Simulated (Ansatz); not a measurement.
# La3AlC (Pm-3m): a soft mode frozen in, part 2 of 2

Which phase does La3AlC (Pm-3m) fall into along its unstable mode, and how much energy does it gain?

Ansatz 0.2.0; DFT PBEsol, scalar-relativistic, plane waves, PAW; PAW set soft_1.

So far, highest frequency on the path or at a solved wavevector (cm⁻¹): step 2 (response at finite wavevector) 391. Also lowest frequency on the path (cm⁻¹): step 2 -169.

## (6) Relaxing from the distorted cell

Starting from the lowest point found, all atoms and the cell are let go, so that strain and other modes of the same symmetry can join in.

Input file input.yaml:

```yaml
crystal:
  lattice:
    - [5.1318379723, 0.0, 0.0]
    - [0.0, 5.1318379723, 0.0]
    - [0.0, 0.0, 5.1318379723]
  atoms:
    - { symbol: La, position: [0.5, 0.4994417845, -0.0003446338] }
    - { symbol: La, position: [0.5, -0.0003446338, 0.4994417845] }
    - { symbol: La, position: [0.0, 0.4994417845, 0.4994417845] }
    - { symbol: Al, position: [0.0, -0.001065414, -0.001065414] }
    - { symbol: C, position: [0.5, 0.5192903498, 0.5192903498] }
kpoints:
  mp_grid: { grid: [8, 8, 8] }
hamiltonian:
  xc: pbesol
  pseudopotentials: { kind: paw, azcp: { folder: soft_1 }, xc_functional: pbe }
scf:
  occupations: { method: methfessel_paxton, width: 0.2 }
output:
  forces: true
  stress: true
  eigenvalues: true
relax:
  adjacent_minimum: "off"
  f_tol: 0.002
  max_steps: 120
  cell: { stress_tol: 0.03 }
```

Command:

```
> ansatz run input.yaml --threads 4 --pin off --max-ram 10240MiB --backend cpu --events-out ev --progress --plain --runs-dir out
```

Numbers of over 12 decimals in the logs are rounded to 6 here.

What it wrote:

```text
[...]
Crystal: 5 atoms, lattice volume = 135.151 Å³
Basis set: ecut = 420 eV, 2601 PW (Γ), exchange–correlation on 72×72×72 points (8 copies of the dense FFT grid, shifted against one another)
Bands: 25, of which v1, the nominal top of the filled ones, is band 20 counted from 1 (19 counted from 0)
Symmetry: 4 space group operations
[...]
k-points: 105 of 512 (time reversal used)
[...]
SCF iter   1: F=—  HF=-19257.896276 eV  |F-HF|=—  |Δ(HF+E_count)|=         —  Δρ=4.46e-2  dr2=7.76e0  ethr=3.10e-3  ⟨swp⟩=5.0  Hψ=12265  notcnv=0
[...]
SCF iter   9: F=-19256.450757 eV  HF=-19256.450757 eV  |F-HF|=1.39e-9  |Δ(HF+E_count)|=   1.54e-8  S|Δr|=    0.00e0  Δρ=1.49e-6  dr2=4.44e-9  ethr=2.50e-10  ⟨swp⟩=4.6  Hψ=10060  notcnv=0
SCF 1 converged in 9 iterations: F = -19256.450757 eV  dr2 = 4.44e-9
[...]
relax step   1: F+E_penalty+E_count = -19256.45075731 eV  Δ(F+E_penalty+E_count) = +0.000e0 eV  max|allowed force component| = 4.173e-2 eV/Å  Δτ_max = 0.0000 Å  P = +0.015 GPa  Ω = 135.151 Å³  (9 SCF iters, dr2 threshold 1.00e-7 eV, accepted)
Crystal: 5 atoms, lattice volume = 135.064 Å³
Basis set: ecut = 420 eV, 2613 PW (Γ), exchange–correlation on 72×72×72 points (8 copies of the dense FFT grid, shifted against one another)
[...]
SCF iter   6: F=-19256.439955 eV  HF=-19256.439956 eV  |F-HF|=2.80e-8  |Δ(HF+E_count)|=   9.59e-9  S|Δr|=    0.00e0  Δρ=8.76e-6  dr2=1.38e-7  ethr=1.13e-9  ⟨swp⟩=10.4  Hψ=17207  notcnv=0
SCF 2 converged in 6 iterations: F = -19256.439955 eV  dr2 = 1.38e-7
[...]
relax step   2: F+E_penalty+E_count = -19256.43995547 eV  Δ(F+E_penalty+E_count) = +1.080e-2 eV  max|allowed force component| = 3.462e-1 eV/Å  Δτ_max = 0.0491 Å  P = -0.326 GPa  Ω = 135.064 Å³  energy of the carried Pulay correction = +1.599e-5 eV  (6 SCF iters, dr2 threshold 4.52e-7 eV, rejected (line search))
Crystal: 5 atoms, lattice volume = 135.095 Å³
Basis set: ecut = 420 eV, 2597 PW (Γ), exchange–correlation on 72×72×72 points (8 copies of the dense FFT grid, shifted against one another)
[...]
SCF iter   9: F=-19256.453657 eV  HF=-19256.453657 eV  |F-HF|=3.64e-12  |Δ(HF+E_count)|=  7.28e-12  S|Δr|=    0.00e0  Δρ=6.97e-8  dr2=9.52e-12  ethr=1.00e-12  ⟨swp⟩=9.9  Hψ=18024  notcnv=0
SCF 3 converged in 9 iterations: F = -19256.453657 eV  dr2 = 9.52e-12
relax step   3: F+E_penalty+E_count = -19256.45365725 eV  Δ(F+E_penalty+E_count) = -2.900e-3 eV  max|allowed force component| = 6.014e-2 eV/Å  Δτ_max = 0.0168 Å  P = -0.045 GPa  Ω = 135.095 Å³  energy of the carried Pulay correction = +1.028e-5 eV  (9 SCF iters, accepted)
[... from here on, the SCF cycles and remarks between the steps are left out ...]
relax step   4: F+E_penalty+E_count = -19256.45470058 eV  Δ(F+E_penalty+E_count) = -1.043e-3 eV  max|allowed force component| = 6.198e-2 eV/Å  Δτ_max = 0.0104 Å  P = -0.060 GPa  Ω = 135.093 Å³  energy of the carried Pulay correction = +1.064e-5 eV  (5 SCF iters, dr2 threshold 2.26e-7 eV, accepted)
relax step   5: F+E_penalty+E_count = -19256.45691669 eV  Δ(F+E_penalty+E_count) = -2.216e-3 eV  max|allowed force component| = 4.429e-2 eV/Å  Δτ_max = 0.0390 Å  P = -0.044 GPa  Ω = 134.981 Å³  energy of the carried Pulay correction = +3.151e-5 eV  (6 SCF iters, dr2 threshold 2.40e-7 eV, accepted)
relax step   6: F+E_penalty+E_count = -19256.45817525 eV  Δ(F+E_penalty+E_count) = -1.259e-3 eV  max|allowed force component| = 4.910e-2 eV/Å  Δτ_max = 0.0134 Å  P = +0.000 GPa  Ω = 134.877 Å³  energy of the carried Pulay correction = +5.077e-5 eV  (5 SCF iters, dr2 threshold 1.23e-7 eV, accepted)
relax step   7: F+E_penalty+E_count = -19256.41692772 eV  Δ(F+E_penalty+E_count) = +4.125e-2 eV  max|allowed force component| = 5.287e-1 eV/Å  Δτ_max = 0.1966 Å  P = +0.335 GPa  Ω = 133.902 Å³  energy of the carried Pulay correction = +2.319e-4 eV  (7 SCF iters, dr2 threshold 1.51e-7 eV, rejected (line search))
relax step   8: F+E_penalty+E_count = -19256.46271875 eV  Δ(F+E_penalty+E_count) = -4.544e-3 eV  max|allowed force component| = 7.702e-2 eV/Å  Δτ_max = 0.0383 Å  P = +0.182 GPa  Ω = 134.548 Å³  energy of the carried Pulay correction = +1.118e-4 eV  (10 SCF iters, accepted)
relax step   9: F+E_penalty+E_count = -19256.46805272 eV  Δ(F+E_penalty+E_count) = -5.334e-3 eV  max|allowed force component| = 1.437e-1 eV/Å  Δτ_max = 0.0977 Å  P = +0.010 GPa  Ω = 134.302 Å³  energy of the carried Pulay correction = +1.574e-4 eV  (6 SCF iters, dr2 threshold 3.71e-7 eV, accepted)
relax step  10: F+E_penalty+E_count = -19256.47264302 eV  Δ(F+E_penalty+E_count) = -4.590e-3 eV  max|allowed force component| = 1.394e-1 eV/Å  Δτ_max = 0.0374 Å  P = -0.036 GPa  Ω = 134.453 Å³  energy of the carried Pulay correction = +1.294e-4 eV  (6 SCF iters, dr2 threshold 5.00e-7 eV, accepted)
relax step  11: F+E_penalty+E_count = -19256.47697359 eV  Δ(F+E_penalty+E_count) = -4.331e-3 eV  max|allowed force component| = 6.485e-2 eV/Å  Δτ_max = 0.0331 Å  P = +0.002 GPa  Ω = 134.383 Å³  energy of the carried Pulay correction = +1.425e-4 eV  (6 SCF iters, dr2 threshold 5.00e-7 eV, accepted)
relax step  12: F+E_penalty+E_count = -19256.47901000 eV  Δ(F+E_penalty+E_count) = -2.036e-3 eV  max|allowed force component| = 1.147e-2 eV/Å  Δτ_max = 0.0425 Å  P = +0.032 GPa  Ω = 133.869 Å³  energy of the carried Pulay correction = +2.382e-4 eV  (6 SCF iters, dr2 threshold 2.63e-7 eV, accepted)
relax step  13: F+E_penalty+E_count = -19256.47939301 eV  Δ(F+E_penalty+E_count) = -3.830e-4 eV  max|allowed force component| = 7.476e-3 eV/Å  Δτ_max = 0.0095 Å  P = +0.020 GPa  Ω = 134.020 Å³  energy of the carried Pulay correction = +2.099e-4 eV  (6 SCF iters, dr2 threshold 1.07e-7 eV, accepted)
relax step  14: F+E_penalty+E_count = -19256.47945898 eV  Δ(F+E_penalty+E_count) = -6.597e-5 eV  max|allowed force component| = 3.735e-3 eV/Å  Δτ_max = 0.0040 Å  P = -0.006 GPa  Ω = 134.073 Å³  energy of the carried Pulay correction = +2.000e-4 eV  (5 SCF iters, dr2 threshold 8.37e-9 eV, accepted)
relax step  15: F+E_penalty+E_count = -19256.47949599 eV  Δ(F+E_penalty+E_count) = -3.701e-5 eV  max|allowed force component| = 2.115e-3 eV/Å  Δτ_max = 0.0041 Å  P = +0.015 GPa  Ω = 134.010 Å³  energy of the carried Pulay correction = +2.119e-4 eV  (6 SCF iters, dr2 threshold 8.72e-10 eV, accepted)
relax step  16: F+E_penalty+E_count = -19256.47949578 eV  Δ(F+E_penalty+E_count) = +2.077e-7 eV  max|allowed force component| = 8.654e-4 eV/Å  Δτ_max = 0.0010 Å  P = +0.001 GPa  Ω = 134.035 Å³  energy of the carried Pulay correction = +2.072e-4 eV  (6 SCF iters, dr2 threshold 2.79e-10 eV, accepted)
[...]
SCF iter   5: F=-19256.479472 eV  HF=-19256.479472 eV  |F-HF|=7.28e-12  |Δ(HF+E_count)|=  7.28e-12  S|Δr|=    0.00e0  Δρ=1.10e-7  dr2=1.03e-11  ethr=1.00e-12  ⟨swp⟩=6.2  Hψ=13620  notcnv=0
SCF 17 converged in 5 iterations: F = -19256.479472 eV  dr2 = 1.03e-11
relax step  17: F+E_penalty+E_count = -19256.47947183 eV  Δ(F+E_penalty+E_count) = +2.395e-5 eV  max|allowed force component| = 8.157e-4 eV/Å  Δτ_max = 0.0000 Å  P = +0.001 GPa  Ω = 134.035 Å³  stress off target by 8.22e-3 GPa  SCF on the basis re-selected at this cell (its energy is not comparable with the rows above)  (5 SCF iters)
basis re-selected at this cell: Δ(F+E_penalty+E_count) = +2.395e-5 eV, ΔP = -0.001 GPa vs the last step (what re-selecting the basis moved, of the pressure what is left beyond the Pulay correction that the steps carried, after the strain that the cell walked since its last selection, with what the two solves' SCF thresholds leave and, on support functions, any second-order correction that the steps lacked; it is no m [...]
SCF converged after 5 iterations
[...]
Free energy (F): -19256.479472 eV
[...]
Internal energy: -19256.480274 eV  (E = F + TS)
E sigma→0 (E₀):  -19256.479672 eV
Entropy (-TS):   0.000802 eV (0.160 meV/atom)
Fermi energy:    10.005199 eV
[...]
--- Forces (eV/Å), atoms counted from 1 ---
  atom   1  La     0.00000000    -0.00044385     0.00081584
  atom   2  La    -0.00000000     0.00081584    -0.00044385
  atom   3  La    -0.00000000     0.00023434     0.00023434
  atom   4  Al     0.00000000    -0.00043633    -0.00043633
  atom   5  C      0.00000000    -0.00016930    -0.00016930
  max |Σ_I F_I| component: 6.94e-7 eV/Å
--- Stress (GPa, compression-positive) ---
       -0.006961      -0.000000       0.000000
       -0.000000       0.004819       0.003397
        0.000000       0.003397       0.004819
  P = ⅓ Tr σ = 0.0009 GPa (0.009 kbar)
--- Band table (eV; the first three rows and the last of 105) ---
  k-point 0: bands = [... 16 lower, 9.2091, 9.3520, 9.4408, 10.0095, 10.0334, 10.7175, 10.9518, 10.9803, ... 1 higher]
  k-point 1: bands = [... 16 lower, 9.2600, 9.3508, 9.5227, 9.7265, 10.0779, 10.6673, 10.8506, 10.9672, ... 1 higher]
  k-point 2: bands = [... 16 lower, 8.9673, 9.3234, 9.6730, 9.7885, 10.0853, 10.5198, 10.9144, 11.1080, ... 1 higher]
  k-point 104: bands = [... 16 lower, 6.9094, 10.3954, 10.4498, 10.4506, 10.9854, 11.0689, 11.3119, 11.5530, ... 1 higher]
--- Relaxed structure (16 steps of the walk, 14 accepted, 1 SCFs on fresh bases) ---
  F+E_penalty+E_count = -19256.47947183 eV   max|allowed force component| = 8.157e-4 eV/Å   (the final SCF, on the basis selected at the relaxed cell)
  cell:  # Å, volume = 134.0352 Å³
    - [4.990943, 0, 0]
    - [0, 5.182257, 0.010386]
    - [0, 0.010386, 5.182257]
  atoms:
    - { symbol: La, position: [0.5, 0.521304, -0.00104902] }
    - { symbol: La, position: [0.5, -0.00104902, 0.521304] }
    - { symbol: La, position: [0, 0.473555, 0.473555] }
    - { symbol: Al, position: [0, 0.00233325, 0.00233325] }
    - { symbol: C, position: [0.5, 0.520621, 0.520621] }
```

Run time: 3 min. Hardware: 4 threads of Arm Neoverse V2, shared host; peak memory 0.64 GiB; 12 min of CPU time.

Relaxation path:

```csv
step,energy less that of the first step (eV),largest force component (eV/Å),pressure (GPa),volume (Å³)
1,0.0000,0.0417,0.01,135.15
2,0.0108,0.3462,-0.33,135.06
3,-0.0029,0.0601,-0.05,135.10
4,-0.0039,0.0620,-0.06,135.09
5,-0.0062,0.0443,-0.04,134.98
6,-0.0074,0.0491,0.00,134.88
7,0.0338,0.5287,0.33,133.90
8,-0.0120,0.0770,0.18,134.55
9,-0.0173,0.1437,0.01,134.30
10,-0.0219,0.1394,-0.04,134.45
11,-0.0262,0.0648,0.00,134.38
12,-0.0283,0.0115,0.03,133.87
13,-0.0286,0.0075,0.02,134.02
14,-0.0287,0.0037,-0.01,134.07
15,-0.0287,0.0021,0.01,134.01
16,-0.0287,0.0009,0.00,134.04
17*,-0.0287,0.0008,0.00,134.04
```

Relaxation steps marked * repeat the geometry before them on a plane-wave basis chosen anew for their cell, so energy and pressure can jump there. Relaxation steps 2, 7 were tried and not accepted.

The run keeps the 4 symmetry operations that it works with, so distortions that break them were not tested.

```csv
"conventional cell, symmetrised",before,after,change
a (Å),5.132,4.991,-2.7 %
b (Å),7.258,7.314,+0.8 %
c (Å),7.258,7.344,+1.2 %
volume (Å³/atom),27.03,26.81,-0.8 %
```

The atoms that moved most (Å, as changes of fractional coordinates times the final cell):

| atom | dx | dy | dz | length |
| --- | --- | --- | --- | --- |
| La3 | 0.000 | -0.134 | -0.134 | 0.190 |
| La1 | 0.000 | 0.113 | -0.003 | 0.113 |
| La2 | 0.000 | -0.003 | 0.113 | 0.113 |
| Al4 | 0.000 | 0.018 | 0.018 | 0.025 |
| C5 | 0.000 | 0.007 | 0.007 | 0.010 |

This step gave:

* pressure: 8.92e-4 GPa
* volume per atom: 26.81 Å³

The distorted start has space group Amm2; the relaxation ends in Amm2.

## (7) The new phase in its own primitive cell

The relaxed structure is symmetrised, reduced to its primitive cell and relaxed tightly, as its phonons need.

input.yaml, the sections that differ from step 6:

```yaml
crystal:
  lattice:
    - [4.9909434897, 0.0, 0.0]
    - [0.0, 3.6570645581, 3.6717531103]
    - [0.0, -3.6570645581, 3.6717531103]
  atoms:
    - { symbol: La, position: [0.5, 0.5213035895, 0.9989509765] }
    - { symbol: La, position: [0.5, 0.9989509765, 0.5213035895] }
    - { symbol: La, position: [0.0, 0.4735553513, 0.4735553513] }
    - { symbol: Al, position: [0.0, 0.0023332511, 0.0023332511] }
    - { symbol: C, position: [0.5, 0.5206207027, 0.5206207027] }
relax:
  adjacent_minimum: "off"
  f_tol: 0.001
  max_steps: 60
  cell: { stress_tol: 0.01 }
# kpoints, hamiltonian, scf, output: as in step 6
```

What it wrote:

```text
[...]
Crystal: 5 atoms, lattice volume = 134.035 Å³
Basis set: ecut = 420 eV, 2633 PW (Γ), exchange–correlation on 72×72×72 points (8 copies of the dense FFT grid, shifted against one another)
Bands: 25, of which v1, the nominal top of the filled ones, is band 20 counted from 1 (19 counted from 0)
Symmetry: 4 space group operations
[...]
k-points: 105 of 512 (time reversal used)
[...]
cell:  # Å, volume = 134.0352 Å³
    - [4.9909434897, 0.0, 0.0]
    - [0.0, 3.6570645581, 3.6717531103]
    - [0.0, -3.6570645581, 3.6717531103]
  atoms:
    - { symbol: La, position: [0.500000, 0.5213035895, 0.9989509765] }
    - { symbol: La, position: [0.500000, 0.9989509765, 0.5213035895] }
    - { symbol: La, position: [0.0, 0.473555, 0.473555] }
    - { symbol: Al, position: [0.0, 0.0023332511, 0.0023332511] }
    - { symbol: C, position: [0.500000, 0.5206207027, 0.5206207027] }
[key lines of the parts left out:]
SCF converged after 6 iterations
Free energy (F): -19256.479472 eV
Fermi energy:    10.005199 eV
P = ⅓ Tr σ = 0.0009 GPa (0.009 kbar)
```

Elapsed: 21 s, on 4 threads; peak memory 0.62 GiB.

Little changed from the start: no atom moved by 0.005 Å and no cell edge by 0.1 %.

This step gave:

| Quantity | Value |
| --- | --- |
| pressure | 8.91e-4 GPa |

The largest force component left is 0.89 meV/Å and the pressure is 0.001 GPa, within the tolerances set. The cell now holds 26.81 Å³/atom.

## (8) Modes of the new phase

A relaxed structure may still be a saddle point, so its zone-centre modes are computed. No field response is asked, since the mesh shows no gap.

Edit input.yaml of step 7 so:

```diff
@@ -19,9 +19,4 @@
 output:
-  forces: true
-  stress: true
   eigenvalues: true
-relax:
-  adjacent_minimum: "off"
-  f_tol: 0.001
-  max_steps: 60
-  cell: { stress_tol: 0.01 }
+phonons:
+  method: dfpt
```

What it wrote:

```text
zone centre: on kpoints.mp_grid the ground state, and the responses unless they are solved on pairs of k-points, stand on 170 of the mesh's 512 k-points, reduced under 2 symmetry operations, with k and −k counted as one. Each operation leaves every solved displacement unchanged or reverses it
[...]
Crystal: 5 atoms, lattice volume = 134.035 Å³
Basis set: ecut = 420 eV, 2633 PW (Γ), exchange–correlation on 72×72×72 points (8 copies of the dense FFT grid, shifted against one another)
Bands: 25, of which v1, the nominal top of the filled ones, is band 20 counted from 1 (19 counted from 0)
Symmetry: 4 space group operations
k-points: 170 of 512 (irreducible under 2 space group operations, time reversal used)
[...]
SCF iter   1: F=—  HF=-19257.836792 eV  |F-HF|=—  |Δ(HF+E_count)|=         —  Δρ=4.37e-2  dr2=7.10e0  ethr=3.10e-3  ⟨swp⟩=5.0  Hψ=19903  notcnv=0
[...]
SCF iter  13: F=-19256.479472 eV  HF=-19256.479472 eV  |F-HF|=7.28e-12  |Δ(HF+E_count)|=  3.64e-12  S|Δr|=    0.00e0  Δρ=1.84e-8  dr2=9.05e-13  ethr=1.00e-12  ⟨swp⟩=5.5  Hψ=18061  notcnv=0
SCF 1 converged in 13 iterations: F = -19256.479472 eV  dr2 = 9.05e-13
[...]
DFPT response loops at Γ: preconditioner auto → Kerker (q_TF=auto, 2.230 Å⁻¹) (partly filled bands, converged f_vac=0.000); β = 1.00, the filter's whole step (`scf.mixing.beta` (0.50) is not read by the response loops under this deck's `scf.mixing.preconditioner`; to damp them name `kerker` or `kerker_dos`, under which they read `scf.mixing.beta`, and type it under 1.00, their step now; both keys bind the ground state too); Broyden in place of MSR1
SCF converged after 13 iterations
[...]
Free energy (F): -19256.479472 eV
[...]
Internal energy: -19256.480274 eV  (E = F + TS)
E sigma→0 (E₀):  -19256.479672 eV
Entropy (-TS):   0.000802 eV (0.160 meV/atom)
Fermi energy:    10.005199 eV
[...]
--- Band table (eV; the first three rows and the last of 170) ---
  k-point 0: bands = [... 16 lower, 9.2091, 9.3520, 9.4408, 10.0095, 10.0334, 10.7175, 10.9518, 10.9803, ... 6 higher]
  k-point 1: bands = [... 16 lower, 9.2600, 9.3508, 9.5227, 9.7265, 10.0779, 10.6673, 10.8506, 10.9672, ... 6 higher]
  k-point 2: bands = [... 16 lower, 8.9673, 9.3234, 9.6730, 9.7885, 10.0853, 10.5198, 10.9144, 11.1080, ... 6 higher]
  k-point 169: bands = [... 16 lower, 6.9094, 10.3954, 10.4498, 10.4506, 10.9854, 11.0689, 11.3119, 11.5530, ... 6 higher]
--- Phonons (Γ-DFPT): 12 representative perturbations + reference, on 170 of 512 k-points (Σ response iterations 37) ---
  k mesh reduced under 2 symmetry operations, with k and −k counted as one. Each operation leaves every solved displacement unchanged or reverses it
  ASR residual: 4.785e-5 → 0.000e0 eV/Å²; symmetrization residual: 4.248e-6 eV/Å²
  ASR residual per site (eV/Å²): 1.71e-5 1.71e-5 2.64e-5 2.49e-5 4.78e-5
[...]
non-analytic LO–TO correction: not included (Born effective charges unavailable; polar crystals: no LO–TO splitting at Γ)
```

Run time: 3.8 min. Hardware: 4 threads; peak memory 2.8 GiB; 15 min of CPU time.

Numbers from this step:

* sum-rule residual before enforcement: 4.78e-5 eV/Å²
* point group: mm2
* highest optical mode at the zone centre (no LO-TO term): 269.8 cm⁻¹
* lowest optical zone-centre mode: -18 cm⁻¹

Patterns of degenerate modes are one choice out of their space. The modes at Γ (shares of kinetic energy by element, %) (negative means imaginary):

```csv
mode,frequency (cm⁻¹),symmetry,La %,Al %,C %
1,-18.0,B2,98,2,0
2,-11.9,A2,100,0,0
3,0.0,acoustic,91,6,3
4,0.0,acoustic,91,6,3
5,0.0,acoustic,91,6,3
6,53.1,A1,98,0,2
7,117.9,B2,62,32,6
8,118.3,B1,89,2,10
9,132.9,B2,37,60,3
10,134.0,A1,98,0,2
11,142.5,B1,8,92,0
12,145.0,A1,6,94,0
13,204.5,B2,12,0,88
14,228.2,B1,12,0,87
15,269.8,A1,7,0,93
```

Displacements in mode 1 (-18.0 cm⁻¹), the largest set to 1:
```
La1  0.00 -0.45 -0.43
La2  0.00 -0.45  0.43
La3  0.00  1.00  0.00
Al4  0.00 -0.40  0.00
C5   0.00 -0.22  0.00
```

Displacements in mode 15 (269.8 cm⁻¹), the largest set to 1:
```
La1  0.00  0.04 -0.02
La2  0.00 -0.04 -0.02
La3  0.00  0.00 -0.03
Al4  0.00  0.00 -0.02
C5   0.00  0.00  1.00
```

Before it was imposed, the acoustic sum rule was missed by 4.8e-5 eV/Å². Small misses are needed for a sound result but don't prove that mesh and cutoff are converged. The lowest optical mode is imaginary, 18.0i cm⁻¹, so the energy falls along it.

## (9) Outcome

| Quantity | Value |
| --- | --- |
| unstable mode of the parent | q = (0, 0, 0), 169i cm⁻¹ |
| depth at the lowest point sampled | 1.56 meV/atom |
| largest atomic shift at that point | 0.14 Å |
| space group reached (within 0.01 Å) | Amm2 |
| energy gained over the parent (first relaxation, on the mesh of the frozen mode) | 7.49 meV/atom |
| volume per atom, phase reached | 26.8 Å³ |
| lowest optical zone-centre mode, phase reached | -18.0 cm⁻¹ |
| highest optical mode at the zone centre (no LO-TO term), phase reached | 270 cm⁻¹ |

What this shows: From this start the structure relaxes into Amm2, 7.49 meV/atom below the parent. At the parent's cell the well is 1.563 meV/atom deep on the steps tried, with its lowest point at a shift of 0.14 Å. Relaxing atoms and cell changes the gain by +5.93 meV/atom against the lowest step (energies at zero smearing). Most of the total comes from this relaxation. The frozen pattern makes up only 24 % of the final shifts of the atoms, so other modes or strain give most of the change. The new phase still has an imaginary mode at the zone centre of its cell, so it is a saddle point on the way to a lower structure. Of the 5 patterns followed to their end from this parent, this one reaches the lowest energy. Each path keeps the symmetry of its pattern, so a lower phase may lie along a pattern not tried. With no gap, or one that is small against the smearing, the frequencies hang on the k mesh and the smearing, most of all near Kohn anomalies. Spin-orbit coupling is left out, which can matter for the heavy elements here. The PAW files were made for PBE and serve the other functionals too. A phonon run warned that its eigensolver left some bands unconverged in a pass.

[Logs are printed without paths, hosts, clocks, repeated set-up lines and the standing remarks that a program may print on its own settings, such as how far it seeks lower states.]

[Hosts, paths, dates, database ids (printed as entryN), source tags and the programs' standing remarks are cut or masked in the printed files.]
